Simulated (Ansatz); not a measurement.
# Cl on Rh(111): change of the work function, part 2 of 4

Wanted: Δφ(θ) for Cl/Rh(111), starting from the fcc site.

Ansatz 0.2.0; plane-wave DFT, PBE, Ansatz PAW.

So far, work function, upper face (eV): step 2 (the clean slab) 5.17.

**3. Adsorbate added, k-mesh 4×4×1, coverage 0.111 ML**

System of this step: Cl/Rh(111). The cell holds 37 atoms: 36 Rh and 1 Cl. Its edges and angles: a = 8.061 Å, b = 8.061 Å, c = 26.551 Å, α = 90.0°, β = 90.0°, γ = 60.0°. Vacuum lies along c.

The clean slab as it ended is repeated in the plane and the adsorbate is set on one face; the cell's size fixes the coverage, and the k-mesh shrinks with it to keep the sampling density about even. Adsorbate and upper layers relax, since the dipole depends on the height.

input.yaml reads:

```yaml
crystal:
  lattice:
    - [8.0610173054, -1.0e-10, 0.0]
    - [4.0305086528, 6.9810457668, 0.0]
    - [0.0, 0.0, 26.5510579136]
  atoms:
    - { symbol: Rh, position: [0.0, 0.0, 0.3389695442] }
    - { symbol: Rh, position: [0.1111111111, 0.1111111111, 0.4216001885] }
    - { symbol: Rh, position: [0.2222222222, 0.2222222222, 0.5040886906] }
    - { symbol: Rh, position: [0.0, 0.0, 0.5865608252] }
    - { symbol: Rh, position: [0.0, 0.3333333333, 0.3389695442] }
    - { symbol: Rh, position: [0.1111111111, 0.4444444444, 0.4216001885] }
    - { symbol: Rh, position: [0.2222222222, 0.5555555556, 0.5040886906] }
    - { symbol: Rh, position: [0.0, 0.3333333333, 0.5865608252] }
    - { symbol: Rh, position: [0.0, 0.6666666667, 0.3389695442] }
    - { symbol: Rh, position: [0.1111111111, 0.7777777778, 0.4216001885] }
    - { symbol: Rh, position: [0.2222222222, 0.8888888889, 0.5040886906] }
    - { symbol: Rh, position: [0.0, 0.6666666667, 0.5865608252] }
    - { symbol: Rh, position: [0.3333333333, 0.0, 0.3389695442] }
    - { symbol: Rh, position: [0.4444444444, 0.1111111111, 0.4216001885] }
    - { symbol: Rh, position: [0.5555555556, 0.2222222222, 0.5040886906] }
    - { symbol: Rh, position: [0.3333333333, 0.0, 0.5865608252] }
    - { symbol: Rh, position: [0.3333333333, 0.3333333333, 0.3389695442] }
    - { symbol: Rh, position: [0.4444444444, 0.4444444444, 0.4216001885] }
    - { symbol: Rh, position: [0.5555555556, 0.5555555556, 0.5040886906] }
    - { symbol: Rh, position: [0.3333333333, 0.3333333333, 0.5865608252] }
    - { symbol: Rh, position: [0.3333333333, 0.6666666667, 0.3389695442] }
    - { symbol: Rh, position: [0.4444444444, 0.7777777778, 0.4216001885] }
    - { symbol: Rh, position: [0.5555555556, 0.8888888889, 0.5040886906] }
    - { symbol: Rh, position: [0.3333333333, 0.6666666667, 0.5865608252] }
    - { symbol: Rh, position: [0.6666666667, 0.0, 0.3389695442] }
    - { symbol: Rh, position: [0.7777777778, 0.1111111111, 0.4216001885] }
    - { symbol: Rh, position: [0.8888888889, 0.2222222222, 0.5040886906] }
    - { symbol: Rh, position: [0.6666666667, 0.0, 0.5865608252] }
    - { symbol: Rh, position: [0.6666666667, 0.3333333333, 0.3389695442] }
    - { symbol: Rh, position: [0.7777777778, 0.4444444444, 0.4216001885] }
    - { symbol: Rh, position: [0.8888888889, 0.5555555556, 0.5040886906] }
    - { symbol: Rh, position: [0.6666666667, 0.3333333333, 0.5865608252] }
    - { symbol: Rh, position: [0.6666666667, 0.6666666667, 0.3389695442] }
    - { symbol: Rh, position: [0.7777777778, 0.7777777778, 0.4216001885] }
    - { symbol: Rh, position: [0.8888888889, 0.8888888889, 0.5040886906] }
    - { symbol: Rh, position: [0.6666666667, 0.6666666667, 0.5865608252] }
    - { symbol: Cl, position: [0.1111111111, 0.1111111111, 0.6610304558] }
kpoints:
  mp_grid: { grid: [4, 4, 1] }
hamiltonian:
  xc: pbe
scf:
  occupations: { method: fermi_dirac, width: 0.1 }
  convergence: { dr2_threshold: 1.0e-08 }
efield:
  axis: 3
  dipole_correction: true
  ramp_position: 0.97
  ramp_width: 0.06
relax:
  f_tol: 0.02
  max_steps: 60
  constraints:
    - { sites: [0, 1, 4, 5, 8, 9, 12, 13, 16, 17, 20, 21, 24, 25, 28, 29, 32, 33] }
output:
  write_potential: true
  write_density: true
  volumetric_format: npy
```

Command:

```console
$ ansatz run input.yaml --threads 4 --pin off --max-ram 16384MiB --backend cpu --events-out ev --progress --plain --runs-dir out
```

Standard output:

```text
[...]
Crystal: 37 atoms, lattice volume = 1494.143 Å³
Basis set: ecut = 420 eV, 29231 PW (Γ), exchange–correlation on 108×108×360 points (8 copies of the dense FFT grid, shifted against one another)
Bands: 372, of which v1, the nominal top of the filled ones, is band 310 counted from 1 (309 counted from 0)
Symmetry: 6 space group operations
[...]
k-points: 4 of 16 (time reversal used)
[...]
SCF iter   1: F=—  HF=-231571.737315 eV  |F-HF|=—  |Δ(HF+E_count)|=         —  Δρ=5.13e-3  dr2=3.43e0  ethr=1.77e-3  p=0.049 e·Å  D=5.96e-3 V/Å  ΔV_dip=-0.16 eV  dr2_dipole=1.22e0  V_vac-E_F(+/−)=4.87/5.02 eV  ⟨swp⟩=7.8  Hψ=6654  notcnv=0  defer=38
[...]
SCF iter  10: F=-231571.718004 eV  HF=-231571.718004 eV  |F-HF|=7.37e-8  |Δ(HF+E_count)|=   4.42e-8  Δρ=4.87e-7  dr2=4.94e-9  ethr=1.62e-12  p=-0.001 e·Å  D=-1.69e-4 V/Å  ΔV_dip=0.00 eV  dr2_dipole=2.01e-10  V_vac-E_F(+/−)=5.17/5.16 eV  ⟨swp⟩=10.0  Hψ=10294  notcnv=0
SCF 1 converged in 10 iterations: F = -231571.718004 eV  dr2 = 4.94e-9
[...]
relax step   1: F+E_penalty+E_count = -231571.71800430 eV  Δ(F+E_penalty+E_count) = +0.000e0 eV  max|allowed force component| = 4.969e-1 eV/Å  Δτ_max = 0.0000 Å  (10 SCF iters, accepted)
[...]
SCF iter   9: F=-231571.808623 eV  HF=-231571.808623 eV  |F-HF|=5.71e-8  |Δ(HF+E_count)|=   2.29e-7  Δρ=6.52e-7  dr2=9.66e-9  ethr=1.62e-12  p=0.009 e·Å  D=1.14e-3 V/Å  ΔV_dip=-0.03 eV  dr2_dipole=2.77e-11  V_vac-E_F(+/−)=5.14/5.17 eV  ⟨swp⟩=10.0  Hψ=10714  notcnv=0
SCF 2 converged in 9 iterations: F = -231571.808623 eV  dr2 = 9.66e-9
relax step   2: F+E_penalty+E_count = -231571.80862307 eV  Δ(F+E_penalty+E_count) = -9.062e-2 eV  max|allowed force component| = 3.409e-1 eV/Å  Δτ_max = 0.0493 Å  (9 SCF iters, accepted)
SCF iter   1: F=—  HF=-231571.823144 eV  |F-HF|=—  |Δ(HF+E_count)|=         —  Δρ=1.21e-3  dr2=2.81e-2  ethr=4.35e-5  p=0.009 e·Å  D=1.14e-3 V/Å  ΔV_dip=-0.03 eV  dr2_dipole=2.75e-4  V_vac-E_F(+/−)=5.14/5.17 eV  ⟨swp⟩=4.0  Hψ=2798  notcnv=0  defer=75
[...]
SCF iter   9: F=-231571.820107 eV  HF=-231571.820107 eV  |F-HF|=4.63e-8  |Δ(HF+E_count)|=   1.12e-7  Δρ=4.48e-7  dr2=4.13e-9  ethr=1.62e-12  p=0.027 e·Å  D=3.29e-3 V/Å  ΔV_dip=-0.09 eV  dr2_dipole=3.52e-11  V_vac-E_F(+/−)=5.08/5.17 eV  ⟨swp⟩=9.0  Hψ=10065  notcnv=0
SCF 3 converged in 9 iterations: F = -231571.820107 eV  dr2 = 4.13e-9
relax step   3: F+E_penalty+E_count = -231571.82010723 eV  Δ(F+E_penalty+E_count) = -1.148e-2 eV  max|allowed force component| = 3.649e-2 eV/Å  Δτ_max = 0.0564 Å  (9 SCF iters, accepted)
SCF iter   1: F=—  HF=-231571.819030 eV  |F-HF|=—  |Δ(HF+E_count)|=         —  Δρ=2.36e-4  dr2=1.21e-3  ethr=9.41e-7  p=0.027 e·Å  D=3.29e-3 V/Å  ΔV_dip=-0.09 eV  dr2_dipole=1.54e-4  V_vac-E_F(+/−)=5.08/5.17 eV  ⟨swp⟩=2.0  Hψ=2474  notcnv=0  defer=75
[...]
SCF iter   7: F=-231571.820429 eV  HF=-231571.820429 eV  |F-HF|=4.89e-8  |Δ(HF+E_count)|=   1.08e-7  Δρ=4.18e-7  dr2=3.48e-9  ethr=1.62e-12  p=0.026 e·Å  D=3.17e-3 V/Å  ΔV_dip=-0.08 eV  dr2_dipole=1.67e-10  V_vac-E_F(+/−)=5.08/5.17 eV  ⟨swp⟩=9.2  Hψ=10051  notcnv=0
SCF 4 converged in 7 iterations: F = -231571.820429 eV  dr2 = 3.48e-9
relax step   4: F+E_penalty+E_count = -231571.82042895 eV  Δ(F+E_penalty+E_count) = -3.217e-4 eV  max|allowed force component| = 3.824e-3 eV/Å  Δτ_max = 0.0047 Å  (7 SCF iters, accepted)
NSCF: frozen V_eff on 4 k-points
[...]
SCF converged after 7 iterations
Free energy (F): -231571.820429 eV
[...]
Internal energy: -231569.928435 eV  (E = F + TS)
E sigma→0 (E₀):  -231570.874432 eV
Entropy (-TS):   -1.891994 eV (-51.135 meV/atom)
Fermi energy:    4.151183 eV
Dipole field:    D = 0.003181 V/Å  (p = 0.026264 e·Å, saw-weighted, corrected)
Work function:   Φ+ = 5.0829 eV   Φ− = 5.1673 eV
[...]
--- Forces (eV/Å), atoms counted from 1 ---
  atom   1  Rh     0.04852833     0.02801784     0.03101721
  atom   2  Rh     0.00000000     0.00000000    -0.06732878
  atom   3  Rh    -0.00331144    -0.00191186     0.00199008
  atom   4  Rh    -0.00139170    -0.00080350    -0.00248104
  atom   5  Rh    -0.00000000    -0.05603569     0.03101721
  atom   6  Rh    -0.04767582     0.08442862     0.00914296
  atom   7  Rh    -0.00057088     0.00032960     0.00125392
  atom   8  Rh     0.00000000     0.00160700    -0.00248104
  atom   9  Rh     0.04670795    -0.02696685     0.09210956
  atom  10  Rh    -0.09695524    -0.00092584     0.00914296
  atom  11  Rh     0.00000000     0.00382373     0.00199008
  atom  12  Rh     0.00305208    -0.00176212     0.00101654
  atom  13  Rh    -0.04852833     0.02801784     0.03101721
  atom  14  Rh     0.04927942    -0.08350279     0.00914296
  atom  15  Rh    -0.00000000    -0.00065920     0.00125392
  atom  16  Rh     0.00139170    -0.00080350    -0.00248104
  atom  17  Rh     0.03064463     0.01769269     0.01415450
  atom  18  Rh     0.00000000     0.00000000    -0.10108574
  atom  19  Rh     0.00057088     0.00032960     0.00125392
  atom  20  Rh    -0.00204515    -0.00118077     0.00081775
  atom  21  Rh    -0.00000000    -0.03538537     0.01415450
  atom  22  Rh     0.09695524    -0.00092584     0.00914296
  atom  23  Rh    -0.00092807     0.00053582     0.00180322
  atom  24  Rh     0.00000000     0.00236153     0.00081775
  atom  25  Rh     0.00000000     0.05393370     0.09210956
  atom  26  Rh    -0.04927942    -0.08350279     0.00914296
  atom  27  Rh     0.00331144    -0.00191186     0.00199008
  atom  28  Rh     0.00000000     0.00352424     0.00101654
  atom  29  Rh    -0.03064463     0.01769269     0.01415450
  atom  30  Rh     0.04767582     0.08442862     0.00914296
  atom  31  Rh    -0.00000000    -0.00107165     0.00180322
  atom  32  Rh     0.00204515    -0.00118077     0.00081775
  atom  33  Rh    -0.04670795    -0.02696685     0.09210956
  atom  34  Rh     0.00000000     0.00000000    -0.31223521
  atom  35  Rh     0.00092807     0.00053582     0.00180322
  atom  36  Rh    -0.00305208    -0.00176212     0.00101654
  atom  37  Cl     0.00000000     0.00000000     0.00069172
  max |Σ_I F_I| component: 5.50e-5 eV/Å
--- Band table (eV) ---
  k-point 0: bands = [... 306 lower, 4.0422, 4.0680, 4.0680, 4.1120, 4.1120, 4.1282, 4.1285, 4.1285, ... 58 higher]
  k-point 1: bands = [... 306 lower, 4.0753, 4.0922, 4.1276, 4.1545, 4.1597, 4.2271, 4.2536, 4.3046, ... 58 higher]
  k-point 2: bands = [... 306 lower, 4.0487, 4.1222, 4.1322, 4.1510, 4.2913, 4.3098, 4.3128, 4.3485, ... 58 higher]
  k-point 3: bands = [... 306 lower, 4.0345, 4.1451, 4.1862, 4.2644, 4.2839, 4.3011, 4.3297, 4.3808, ... 58 higher]
--- Relaxed structure (4 steps of the walk, 4 accepted, 0 SCFs on fresh bases) ---
  F+E_penalty+E_count = -231571.82042895 eV   max|allowed force component| = 3.824e-3 eV/Å
  atoms:
    - { symbol: Rh, position: [1.111111e-11, 1.111111e-11, 0.338970] }
    - { symbol: Rh, position: [0.111111, 0.111111, 0.421600] }
    - { symbol: Rh, position: [0.221921, 0.221921, 0.503963] }
    - { symbol: Rh, position: [-0.00318975, -0.00318975, 0.587945] }
    - { symbol: Rh, position: [1.111108e-11, 0.333333, 0.338970] }
    - { symbol: Rh, position: [0.111111, 0.444444, 0.421600] }
    - { symbol: Rh, position: [0.222291, 0.555521, 0.503805] }
    - { symbol: Rh, position: [-0.00318975, 0.339713, 0.587945] }
    - { symbol: Rh, position: [-2.222228e-11, 0.666667, 0.338970] }
    - { symbol: Rh, position: [0.111111, 0.777778, 0.421600] }
    - { symbol: Rh, position: [0.221921, 0.889492, 0.503963] }
    - { symbol: Rh, position: [2.877672e-5, 0.666652, 0.586272] }
    - { symbol: Rh, position: [0.333333, 1.111111e-11, 0.338970] }
    - { symbol: Rh, position: [0.444444, 0.111111, 0.421600] }
    - { symbol: Rh, position: [0.555521, 0.222291, 0.503805] }
    - { symbol: Rh, position: [0.339713, -0.00318975, 0.587945] }
    - { symbol: Rh, position: [0.333333, 0.333333, 0.338970] }
    - { symbol: Rh, position: [0.444444, 0.444444, 0.421600] }
    - { symbol: Rh, position: [0.555521, 0.555521, 0.503805] }
    - { symbol: Rh, position: [0.335357, 0.335357, 0.586121] }
    - { symbol: Rh, position: [0.333333, 0.666667, 0.338970] }
    - { symbol: Rh, position: [0.444444, 0.777778, 0.421600] }
    - { symbol: Rh, position: [0.553555, 0.889889, 0.504949] }
    - { symbol: Rh, position: [0.335357, 0.662618, 0.586121] }
    - { symbol: Rh, position: [0.666667, -2.222220e-11, 0.338970] }
    - { symbol: Rh, position: [0.777778, 0.111111, 0.421600] }
    - { symbol: Rh, position: [0.889492, 0.221921, 0.503963] }
    - { symbol: Rh, position: [0.666652, 2.877672e-5, 0.586272] }
    - { symbol: Rh, position: [0.666667, 0.333333, 0.338970] }
    - { symbol: Rh, position: [0.777778, 0.444444, 0.421600] }
    - { symbol: Rh, position: [0.889889, 0.553555, 0.504949] }
    - { symbol: Rh, position: [0.662618, 0.335357, 0.586121] }
    - { symbol: Rh, position: [0.666667, 0.666667, 0.338970] }
    - { symbol: Rh, position: [0.777778, 0.777778, 0.421600] }
    - { symbol: Rh, position: [0.889889, 0.889889, 0.504949] }
    - { symbol: Rh, position: [0.666652, 0.666652, 0.586272] }
    - { symbol: Cl, position: [0.111111, 0.111111, 0.657468] }
```

The job ended after 6.1 min (4 threads of Arm Neoverse V2, shared host; peak memory 9.2 GiB; 18 min of CPU time).

This run has no spin polarisation although its electron count is odd.

Relaxation path:

| step | energy less that of the first step (eV) | largest force component (eV/Å) |
| --- | --- | --- |
| 1 | 0.0000 | 0.4969 |
| 2 | -0.0906 | 0.3409 |
| 3 | -0.1021 | 0.0365 |
| 4 | -0.1024 | 0.0038 |

The run keeps the 6 symmetry operations that the program found, so distortions that break them were not tested.

The atoms that moved most (Å):

| atom | dx | dy | dz | length |
| --- | --- | --- | --- | --- |
| Cl37 | 0.000 | 0.000 | -0.095 | 0.095 |
| Rh4 | -0.039 | -0.022 | 0.037 | 0.058 |
| Rh16 | 0.039 | -0.022 | 0.037 | 0.058 |
| Rh8 | 0.000 | 0.045 | 0.037 | 0.058 |
| Rh32 | -0.024 | 0.014 | -0.012 | 0.031 |
| Rh24 | 0.000 | -0.028 | -0.012 | 0.031 |
| Rh20 | 0.024 | 0.014 | -0.012 | 0.031 |
| Rh23 | -0.012 | 0.007 | 0.023 | 0.027 |

Final coordinates:

```
Rh Cl
1.0
     8.06102    0.00000    0.00000
     4.03051    6.98105    0.00000
     0.00000    0.00000   26.55106
Rh Cl
36 1
Direct
  0.00000 0.00000 0.33897
  0.11111 0.11111 0.42160
  0.22192 0.22192 0.50396
  0.99681 0.99681 0.58794
  0.00000 0.33333 0.33897
  0.11111 0.44444 0.42160
  0.22229 0.55552 0.50381
  0.99681 0.33971 0.58794
  0.00000 0.66667 0.33897
  0.11111 0.77778 0.42160
  0.22192 0.88949 0.50396
  0.00003 0.66665 0.58627
  0.33333 0.00000 0.33897
  0.44444 0.11111 0.42160
  0.55552 0.22229 0.50381
  0.33971 0.99681 0.58794
  0.33333 0.33333 0.33897
  0.44444 0.44444 0.42160
  0.55552 0.55552 0.50381
  0.33536 0.33536 0.58612
  0.33333 0.66667 0.33897
  0.44444 0.77778 0.42160
  0.55355 0.88989 0.50495
  0.33536 0.66262 0.58612
  0.66667 0.00000 0.33897
  0.77778 0.11111 0.42160
  0.88949 0.22192 0.50396
  0.66665 0.00003 0.58627
  0.66667 0.33333 0.33897
  0.77778 0.44444 0.42160
  0.88989 0.55355 0.50495
  0.66262 0.33536 0.58612
  0.66667 0.66667 0.33897
  0.77778 0.77778 0.42160
  0.88989 0.88989 0.50495
  0.66665 0.66665 0.58627
  0.11111 0.11111 0.65747
```

Read from the output:

```yaml
energy_at_zero_smearing: -231570.8744 eV
work_function_upper_face: 5.083 eV
work_function_lower_face: 5.167 eV
dipole_along_the_normal: 0.02626 e·Å
step_between_the_vacuum_levels: -0.08446 eV
```

Running mean over 2.194 Å of the planar mean; the ramp of the sawtooth is left out. Electron's electrostatic potential energy less the Fermi level against z:

| z (Å) | electron's electrostatic potential energy less the Fermi level (eV) |
| --- | --- |
| 3.5 | 5.17 |
| 4.0 | 5.17 |
| 4.5 | 5.17 |
| 5.0 | 5.16 |
| 5.5 | 5.15 |
| 6.0 | 5.10 |
| 6.5 | 4.91 |
| 7.0 | 4.15 |
| 7.5 | 0.975 |
| 8.0 | -5.57 |
| 8.5 | -11.0 |
| 9.0 | -12.7 |
| 9.5 | -13.0 |
| 10.0 | -13.1 |
| 10.5 | -13.1 |
| 11.0 | -13.2 |
| 11.5 | -13.3 |
| 12.0 | -13.3 |
| 12.5 | -13.3 |
| 13.0 | -13.3 |
| 13.5 | -13.2 |
| 14.0 | -13.2 |
| 14.5 | -13.1 |
| 15.0 | -13.1 |
| 15.5 | -12.9 |
| 16.0 | -11.9 |
| 16.5 | -7.45 |
| 17.0 | -1.08 |
| 17.5 | 2.66 |
| 18.0 | 3.73 |
| 18.5 | 4.35 |
| 19.0 | 4.84 |
| 19.5 | 5.04 |
| 20.0 | 5.07 |
| 20.5 | 5.08 |
| 21.0 | 5.08 |
| 21.5 | 5.08 |
| 22.0 | 5.08 |
| 22.5 | 5.08 |
| 23.0 | 5.08 |

The relaxation took 4 steps and lowered the energy by 0.10 eV; the largest force on the free atoms ends at 0.0038 eV/Å.

The covered face has 5.08 eV, -0.08 eV against the clean one; the bare back face has moved by -0.00 eV, a measure of how thin the slab is.

(Part 2 of 4 ends here.)

[Long decimals in the printed logs are rounded to 6 places.]

[Logs are printed without paths, hosts, clocks, repeated set-up lines and the standing remarks that a program may print on its own settings, such as how far it seeks lower states.]

[Hosts, paths, dates, database ids (printed as entryN), source tags and the programs' standing remarks are cut or masked in the printed files.]

[Maps of the electrostatic potential energy from Ansatz leave out the sawtooth potential of an applied field or a dipole correction, so their vacuum need not be flat; planar profiles and work functions include it.]
